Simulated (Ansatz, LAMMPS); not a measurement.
# Elastic response of glassy 40SiO2-28Al2O3-16Li2O-16SrO (mol %) (85 atoms), part 3 of 3

Aim: relax glassy 40SiO2-28Al2O3-16Li2O-16SrO (mol %) (85 atoms), then change its volume and shape to read moduli from the stress.

Ansatz 0.2.0; Kohn-Sham DFT, PBE, PAW (set soft_2), plane waves.

The cell: 10 Si, 14 Al, 8 Li, 4 Sr and 49 O. The quench rate of 6 K/ps is many orders above laboratory rates. The starting topology of bonds comes from the classical model. The Brillouin zone is sampled at Γ only.

So far. Step 9 (Volume -10 %): The relaxation converged after 14 steps, 3.83 eV below its start, with a largest force component of 0.013 eV/Å. Step 9 (Volume -10 %): Volume -10 %: the energy stands 1.92 eV above that of the reference, at a pressure of 5.75 GPa.

## Step 10: Stretched by 1 % along x

The relaxed cell is strained along x alone, which gives the stiffness along x and its coupling to y and z.

File input.yaml:

```yaml
crystal:
  lattice:
    - [10.34739, 0.31454, 0.06255]
    - [0.31769, 10.84487, -0.08497]
    - [0.06318, -0.08497, 10.32897]
  atoms:
    [... the 85 atom lines of step 4 ...]
kpoints:
  mp_grid: { grid: [1, 1, 1] }
hamiltonian:
  xc: pbe
scf:
  occupations: { method: fixed }
output:
  forces: true
  eigenvalues: true
  stress: true
relax:
  f_tol: 0.05
  max_steps: 70
```

Run with:

```bash
$ ansatz run input.yaml --threads 4 --pin off --max-ram 8192MiB --backend cpu --events-out ev --progress --plain --runs-dir out
```

Numbers of over 12 decimals in the logs are rounded to 6 here.

The log of the run:

```text
[...]
Crystal: 85 atoms, lattice volume = 1157.924 Å³
Basis set: ecut = 420 eV, 22635 PW (Γ), exchange–correlation on 144×150×144 points (8 copies of the dense FFT grid, shifted against one another)
Bands: 305, of which v1, the nominal top of the filled ones, is band 220 counted from 1 (219 counted from 0)
Symmetry: 1 space group operations
[...]
k-points: 1
[...]
SCF iter   1: F=—  HF=-57616.150975 eV  |F-HF|=—  |Δ(HF+E_count)|=         —  Δρ=1.76e-3  dr2=4.54e-2  ethr=1.77e-3  ⟨swp⟩=6.0  Hψ=1224  notcnv=0  defer=80
[...]
SCF iter   6: F=-57616.133216 eV  HF=-57616.133215 eV  |F-HF|=8.64e-7  |Δ(HF+E_count)|=   9.99e-6  Δρ=2.19e-5  dr2=6.67e-6  ethr=1.42e-8  ⟨swp⟩=18.0  Hψ=2116  notcnv=0
SCF 1 converged in 6 iterations: F = -57616.133216 eV  dr2 = 6.67e-6
[...]
relax step   1: F+E_penalty+E_count = -57616.13321556 eV  Δ(F+E_penalty+E_count) = +0.000e0 eV  max|allowed force component| = 3.923e-1 eV/Å  Δτ_max = 0.0000 Å  (6 SCF iters, dr2 threshold 6.25e-5 eV, accepted)
[...]
relax step   2: F+E_penalty+E_count = -57616.16864836 eV  Δ(F+E_penalty+E_count) = -3.543e-2 eV  max|allowed force component| = 2.450e-1 eV/Å  Δτ_max = 0.0311 Å  (6 SCF iters, dr2 threshold 9.62e-6 eV, accepted)
[...]
relax step   3: F+E_penalty+E_count = -57616.18963067 eV  Δ(F+E_penalty+E_count) = -2.098e-2 eV  max|allowed force component| = 9.430e-2 eV/Å  Δτ_max = 0.0268 Å  (6 SCF iters, dr2 threshold 3.75e-6 eV, accepted)
relax step   4: F+E_penalty+E_count = -57616.18200640 eV  Δ(F+E_penalty+E_count) = +7.624e-3 eV  max|allowed force component| = 1.917e-1 eV/Å  Δτ_max = 0.0664 Å  (9 SCF iters, rejected (line search))
relax step   5: F+E_penalty+E_count = -57616.19673277 eV  Δ(F+E_penalty+E_count) = -7.102e-3 eV  max|allowed force component| = 5.666e-2 eV/Å  Δτ_max = 0.0320 Å  (8 SCF iters, accepted)
relax step   6: F+E_penalty+E_count = -57616.20136791 eV  Δ(F+E_penalty+E_count) = -4.635e-3 eV  max|allowed force component| = 1.043e-1 eV/Å  Δτ_max = 0.1000 Å  (8 SCF iters, accepted)
relax step   7: F+E_penalty+E_count = -57616.20398074 eV  Δ(F+E_penalty+E_count) = -2.613e-3 eV  max|allowed force component| = 7.113e-2 eV/Å  Δτ_max = 0.0393 Å  (6 SCF iters, dr2 threshold 3.93e-6 eV, accepted)
[...]
relax step   8: F+E_penalty+E_count = -57616.20527792 eV  Δ(F+E_penalty+E_count) = -1.297e-3 eV  max|allowed force component| = 3.490e-2 eV/Å  Δτ_max = 0.0415 Å  (7 SCF iters, accepted)
SCF converged after 7 iterations
Free energy (F): -57616.205278 eV
[...]
Internal energy: -57616.205278 eV  (E = F + TS)
E sigma→0 (E₀):  -57616.205278 eV
Fermi energy:    3.539699 eV
[...]
--- Forces (eV/Å), atoms counted from 1 ---
  atom   1  Si    -0.00270370    -0.00356815     0.02199703
  atom   2  Si    -0.01022756    -0.01030552    -0.00512481
  atom   3  Si     0.01023056     0.00456040     0.00084439
  atom   4  Si     0.00938354     0.02399322    -0.00772107
  atom   5  Si     0.00297083    -0.00252756     0.00405841
  atom   6  Si    -0.00170557    -0.00114532     0.00583906
  atom   7  Si     0.00321910    -0.00072147     0.02004964
  atom   8  Si     0.03489587    -0.00496927    -0.01748231
  atom   9  Si    -0.00560044     0.00366260     0.00706623
  atom  10  Si     0.00669023    -0.00510089     0.00036731
  atom  11  Al     0.00673115    -0.01293400     0.00948748
  atom  12  Al    -0.00606040    -0.00683068     0.00103731
  atom  13  Al     0.00070269    -0.00629186    -0.00165278
  atom  14  Al     0.00000914    -0.01121401     0.00135075
[...]
atom  84  O     -0.00023312     0.00399235     0.00530597
  atom  85  O      0.00020070     0.00627714    -0.00159918
  max |Σ_I F_I| component: 8.78e-5 eV/Å
--- Stress (GPa, compression-positive) ---
       -0.541775       0.080870       0.140270
        0.080868      -0.021421       0.094863
        0.140272       0.094862      -0.200253
  P = ⅓ Tr σ = -0.2545 GPa (-2.545 kbar)
--- Band table (eV) ---
[...]
--- Relaxed structure (8 steps of the walk, 7 accepted, 0 SCFs on fresh bases) ---
  F+E_penalty+E_count = -57616.20527792 eV   max|allowed force component| = 3.490e-2 eV/Å
  atoms:
    - { symbol: Si, position: [0.191022, 0.108630, 0.409915] }
    - { symbol: Si, position: [0.460879, 0.381761, 0.633346] }
    - { symbol: Si, position: [0.244940, 0.799952, 0.892756] }
    - { symbol: Si, position: [0.809517, 0.765161, 0.370641] }
[...]
- { symbol: O, position: [0.141537, 0.516930, 0.468134] }
```

Elapsed: 32 s, on 4 threads of AMD EPYC 9R45, shared host; peak memory 1.4 GiB.

The relaxation converged after 8 steps, 0.0721 eV below its start, with a largest force component of 0.035 eV/Å.

Stretched by 1 % along x: the energy stands 0.0160 eV above that of the reference, at a pressure of -0.254 GPa.

## Step 11: Compressed by 1 % along x

The relaxed cell is strained along x alone, which gives the stiffness along x and its coupling to y and z.

input.yaml, the sections that differ from step 10:

```yaml
crystal:
  lattice:
    - [10.14249, 0.31454, 0.06255]
    - [0.31139, 10.84487, -0.08497]
    - [0.06192, -0.08497, 10.32897]
  atoms:
    [... the 85 atom lines of step 4 ...]
# kpoints, hamiltonian, scf, output, relax: as in step 10
```

The log of the run:

```text
[...]
Crystal: 85 atoms, lattice volume = 1134.994 Å³
Basis set: ecut = 420 eV, 22159 PW (Γ), exchange–correlation on 144×150×144 points (8 copies of the dense FFT grid, shifted against one another)
Bands: 305, of which v1, the nominal top of the filled ones, is band 220 counted from 1 (219 counted from 0)
Symmetry: 1 space group operations
[...]
k-points: 1
[...]
SCF iter   1: F=—  HF=-57616.144715 eV  |F-HF|=—  |Δ(HF+E_count)|=         —  Δρ=1.81e-3  dr2=4.83e-2  ethr=1.77e-3  ⟨swp⟩=6.0  Hψ=1226  notcnv=0  defer=80
[...]
SCF iter   5: F=—  HF=-57616.125306 eV  |F-HF|=—  |Δ(HF+E_count)|=   5.41e-6  Δρ=8.38e-5  dr2=7.43e-5  ethr=7.92e-8  ⟨swp⟩=2.0  Hψ=390  notcnv=0  defer=83
SCF iter   6: F=-57616.125315 eV  HF=-57616.125314 eV  |F-HF|=3.30e-7  |Δ(HF+E_count)|=   8.29e-6  Δρ=2.32e-5  dr2=7.52e-6  ethr=1.42e-8  ⟨swp⟩=22.0  Hψ=2228  notcnv=0
SCF 1 converged in 6 iterations: F = -57616.125315 eV  dr2 = 7.52e-6
[...]
relax step   1: F+E_penalty+E_count = -57616.12531469 eV  Δ(F+E_penalty+E_count) = +0.000e0 eV  max|allowed force component| = 4.443e-1 eV/Å  Δτ_max = 0.0000 Å  (6 SCF iters, dr2 threshold 6.25e-5 eV, accepted)
[...]
relax step   2: F+E_penalty+E_count = -57616.16136827 eV  Δ(F+E_penalty+E_count) = -3.605e-2 eV  max|allowed force component| = 2.798e-1 eV/Å  Δτ_max = 0.0477 Å  (6 SCF iters, dr2 threshold 1.23e-5 eV, accepted)
[...]
relax step   3: F+E_penalty+E_count = -57616.18473358 eV  Δ(F+E_penalty+E_count) = -2.337e-2 eV  max|allowed force component| = 9.957e-2 eV/Å  Δτ_max = 0.0296 Å  (6 SCF iters, dr2 threshold 4.89e-6 eV, accepted)
relax step   4: F+E_penalty+E_count = -57616.16658589 eV  Δ(F+E_penalty+E_count) = +1.815e-2 eV  max|allowed force component| = 2.997e-1 eV/Å  Δτ_max = 0.0911 Å  (9 SCF iters, rejected (line search))
[...]
relax step   5: F+E_penalty+E_count = -57616.19259339 eV  Δ(F+E_penalty+E_count) = -7.860e-3 eV  max|allowed force component| = 3.659e-2 eV/Å  Δτ_max = 0.0374 Å  (8 SCF iters, accepted)
SCF converged after 8 iterations
Free energy (F): -57616.192593 eV
[...]
Internal energy: -57616.192593 eV  (E = F + TS)
E sigma→0 (E₀):  -57616.192593 eV
Fermi energy:    3.719835 eV
[...]
Σ components = -57616.192593   (vs F -57616.192593, Δ=0.00e0)
--- Forces (eV/Å), atoms counted from 1 ---
  atom   1  Si    -0.01208701    -0.00821902     0.02177140
  atom   2  Si    -0.01203609     0.00666599    -0.00804664
  atom   3  Si    -0.00757498    -0.00675274    -0.00379170
  atom   4  Si    -0.00151573    -0.01753085    -0.01191687
[...]
atom  85  O     -0.00700087    -0.00026056    -0.00311556
  max |Σ_I F_I| component: 8.90e-5 eV/Å
--- Stress (GPa, compression-positive) ---
        0.778076       0.001557      -0.036299
        0.001553       0.226791      -0.042919
       -0.036299      -0.042919       0.252291
  P = ⅓ Tr σ = 0.4191 GPa (4.191 kbar)
--- Band table (eV) ---
[...]
--- Relaxed structure (5 steps of the walk, 4 accepted, 0 SCFs on fresh bases) ---
  F+E_penalty+E_count = -57616.19259339 eV   max|allowed force component| = 3.659e-2 eV/Å
  atoms:
    - { symbol: Si, position: [0.191617, 0.106436, 0.407427] }
    - { symbol: Si, position: [0.457701, 0.383086, 0.632912] }
    - { symbol: Si, position: [0.240563, 0.802422, 0.895957] }
    - { symbol: Si, position: [0.807693, 0.762144, 0.372597] }
[...]
- { symbol: O, position: [0.148358, 0.516511, 0.471220] }
```

The job ended after 20 s (4 threads; peak memory 1.4 GiB; 72 s of CPU time).

The relaxation converged after 5 steps, 0.0673 eV below its start, with a largest force component of 0.037 eV/Å.

Compressed by 1 % along x: the energy stands 0.0286 eV above that of the reference, at a pressure of 0.419 GPa.

## Step 12: Sheared by 2 % in xy

A shear of the relaxed cell gives the modulus that volume changes can't reach.

input.yaml, the sections that differ from step 11:

```yaml
crystal:
  lattice:
    - [10.24809, 0.41699, 0.06255]
    - [0.42299, 10.84802, -0.08497]
    - [0.0617, -0.08434, 10.32897]
  atoms:
    [... the 85 atom lines of step 4 ...]
# kpoints, hamiltonian, scf, output, relax: as in step 11
```

The log of the run:

```text
[...]
Crystal: 85 atoms, lattice volume = 1146.345 Å³
Basis set: ecut = 420 eV, 22391 PW (Γ), exchange–correlation on 144×150×144 points (8 copies of the dense FFT grid, shifted against one another)
Bands: 305, of which v1, the nominal top of the filled ones, is band 220 counted from 1 (219 counted from 0)
Symmetry: 1 space group operations
[...]
k-points: 1
[...]
SCF iter   1: F=—  HF=-57616.113850 eV  |F-HF|=—  |Δ(HF+E_count)|=         —  Δρ=1.77e-3  dr2=4.58e-2  ethr=1.77e-3  ⟨swp⟩=6.0  Hψ=1224  notcnv=0  defer=80
[...]
SCF iter   6: F=-57616.095788 eV  HF=-57616.095788 eV  |F-HF|=8.49e-7  |Δ(HF+E_count)|=   8.76e-6  Δρ=2.20e-5  dr2=6.72e-6  ethr=1.42e-8  ⟨swp⟩=20.0  Hψ=2206  notcnv=0
SCF 1 converged in 6 iterations: F = -57616.095788 eV  dr2 = 6.72e-6
[...]
relax step   1: F+E_penalty+E_count = -57616.09578841 eV  Δ(F+E_penalty+E_count) = +0.000e0 eV  max|allowed force component| = 5.233e-1 eV/Å  Δτ_max = 0.0000 Å  (6 SCF iters, dr2 threshold 6.25e-5 eV, accepted)
[...]
relax step   2: F+E_penalty+E_count = -57616.14492032 eV  Δ(F+E_penalty+E_count) = -4.913e-2 eV  max|allowed force component| = 3.207e-1 eV/Å  Δτ_max = 0.0365 Å  (6 SCF iters, dr2 threshold 1.71e-5 eV, accepted)
[...]
relax step   3: F+E_penalty+E_count = -57616.17116488 eV  Δ(F+E_penalty+E_count) = -2.624e-2 eV  max|allowed force component| = 1.519e-1 eV/Å  Δτ_max = 0.0303 Å  (6 SCF iters, dr2 threshold 6.43e-6 eV, accepted)
relax step   4: F+E_penalty+E_count = -57616.17354928 eV  Δ(F+E_penalty+E_count) = -2.384e-3 eV  max|allowed force component| = 1.210e-1 eV/Å  Δτ_max = 0.0377 Å  (6 SCF iters, dr2 threshold 5.17e-6 eV, accepted)
relax step   5: F+E_penalty+E_count = -57616.17843007 eV  Δ(F+E_penalty+E_count) = -4.881e-3 eV  max|allowed force component| = 7.024e-2 eV/Å  Δτ_max = 0.0291 Å  (6 SCF iters, dr2 threshold 3.28e-6 eV, accepted)
relax step   6: F+E_penalty+E_count = -57616.17815361 eV  Δ(F+E_penalty+E_count) = +2.765e-4 eV  max|allowed force component| = 7.717e-2 eV/Å  Δτ_max = 0.0440 Å  (8 SCF iters, rejected (line search))
[...]
relax step   7: F+E_penalty+E_count = -57616.18091733 eV  Δ(F+E_penalty+E_count) = -2.487e-3 eV  max|allowed force component| = 1.754e-2 eV/Å  Δτ_max = 0.0219 Å  (7 SCF iters, accepted)
SCF converged after 7 iterations
Free energy (F): -57616.180917 eV
[...]
Internal energy: -57616.180917 eV  (E = F + TS)
E sigma→0 (E₀):  -57616.180917 eV
Fermi energy:    3.637562 eV
[...]
--- Forces (eV/Å), atoms counted from 1 ---
  atom   1  Si     0.00322117    -0.00238740     0.00451912
  atom   2  Si     0.00769564    -0.00180137    -0.00774971
  atom   3  Si     0.00319045     0.00674416     0.00318757
  atom   4  Si     0.01238519     0.01266194     0.00420119
  atom   5  Si     0.00519830     0.00229641    -0.01507394
  atom   6  Si     0.00492906     0.00448093    -0.00394854
  atom   7  Si    -0.00576234     0.00302165     0.00443025
  atom   8  Si     0.01753624     0.00563494     0.00057440
  atom   9  Si     0.00257949     0.00144707     0.00350388
  atom  10  Si     0.00515452    -0.01165337     0.00259833
  atom  11  Al    -0.00095065     0.01006837    -0.00188413
  atom  12  Al    -0.00455234     0.00193785     0.00749718
  atom  13  Al    -0.01025798    -0.01569954    -0.00073213
  atom  14  Al     0.00285234     0.00159856     0.00078542
[...]
atom  84  O      0.00198400     0.00001398    -0.00073176
  atom  85  O     -0.00000753     0.00067494     0.00195239
  max |Σ_I F_I| component: 4.87e-5 eV/Å
--- Stress (GPa, compression-positive) ---
        0.105479      -0.604141       0.119555
       -0.604144       0.106515       0.035514
        0.119555       0.035513       0.142105
  P = ⅓ Tr σ = 0.1180 GPa (1.180 kbar)
--- Band table (eV) ---
[...]
--- Relaxed structure (7 steps of the walk, 6 accepted, 0 SCFs on fresh bases) ---
  F+E_penalty+E_count = -57616.18091733 eV   max|allowed force component| = 1.754e-2 eV/Å
  atoms:
    - { symbol: Si, position: [0.192263, 0.105431, 0.409018] }
    - { symbol: Si, position: [0.457796, 0.383180, 0.632276] }
    - { symbol: Si, position: [0.241378, 0.804285, 0.895133] }
    - { symbol: Si, position: [0.808338, 0.764770, 0.371450] }
[...]
- { symbol: O, position: [0.144509, 0.514514, 0.467419] }
```

Run time: 27 s. Hardware: 4 threads; peak memory 1.4 GiB.

The relaxation converged after 7 steps, 0.0851 eV below its start, with a largest force component of 0.018 eV/Å.

Sheared by 2 % in xy: the energy stands 0.0403 eV above that of the reference, at a pressure of 0.118 GPa.

## Step 13: Pressure against volume

Atoms are relaxed at each volume, in the scaled cell.

```csv
volume change (%),volume (Å³/atom),energy change (meV/atom),pressure (GPa),largest move on relaxing (Å),bonds,gap (eV)
-10,12.139,22.59,5.75,1.07,152,3.91
-6,12.678,7.79,3.26,0.39,149,3.73
-3,13.083,1.91,1.53,0.15,150,3.68
+0,13.488,0.00,0.00,-,149,3.58
+3,13.892,1.40,-1.17,0.39,148,3.47
+6,14.297,4.77,-1.97,0.92,147,3.36
```

## Step 14: Uniaxial strain and shear

Stress (GPa, compression positive) less that of the relaxed cell, atoms relaxed:

```csv
strain,xx,yy,zz,xy,energy change (meV/atom)
stretched by 1 % along x,-0.543,-0.051,-0.176,0.059,0.19
compressed by 1 % along x,0.777,0.197,0.276,-0.020,0.34
sheared by 2 % in xy,0.105,0.077,0.166,-0.626,0.47
```

## Step 15: Findings

The bulk modulus, from the slope of pressure against ln V over the three points nearest the relaxed volume, is 44.9 GPa; a quadratic over all points gives a pressure derivative of about 5.1. The count of bonds runs from 147 to 152 over the series, so at some points contacts cross the cutoffs. At -10 % and +6 % some atom moved by over 0.5 Å on relaxing, so those points may sit in another local minimum. The gap goes from 3.91 eV at the smallest volume to 3.36 eV at the largest, -3.2 eV per unit of ln V by a straight line, on the run's k-points. Stretch and compression disagree (xx stress changes of -0.54 and 0.78 GPa), so C11 is only a mean of unlike responses. In the Cartesian axes of the cell, finite differences give C11 = 66.0, C12 = 12.4, C13 = 22.6 and C66 = 31.3 GPa (the shear of 2 % is the engineering strain, εxy = 0.01).

**Limits.** Strains are finite and relaxations stop at the force tolerance of the input, which can leave moduli too stiff; they are those of a static cell at zero temperature. Volumes are changed with the cell's shape held, so in an anisotropic solid the modulus lies over the one under free hydrostatic load. The program notes that the SCF threshold of the relaxations is loose for the stress.

The DFT runs together took 6 min of wall time.

[Logs are printed without paths, hosts, clocks, repeated set-up lines and the standing remarks that a program may print on its own settings, such as how far it seeks lower states.]

[Hosts, paths, dates, database ids (printed as entryN), source tags and the programs' standing remarks are cut or masked in the printed files.]
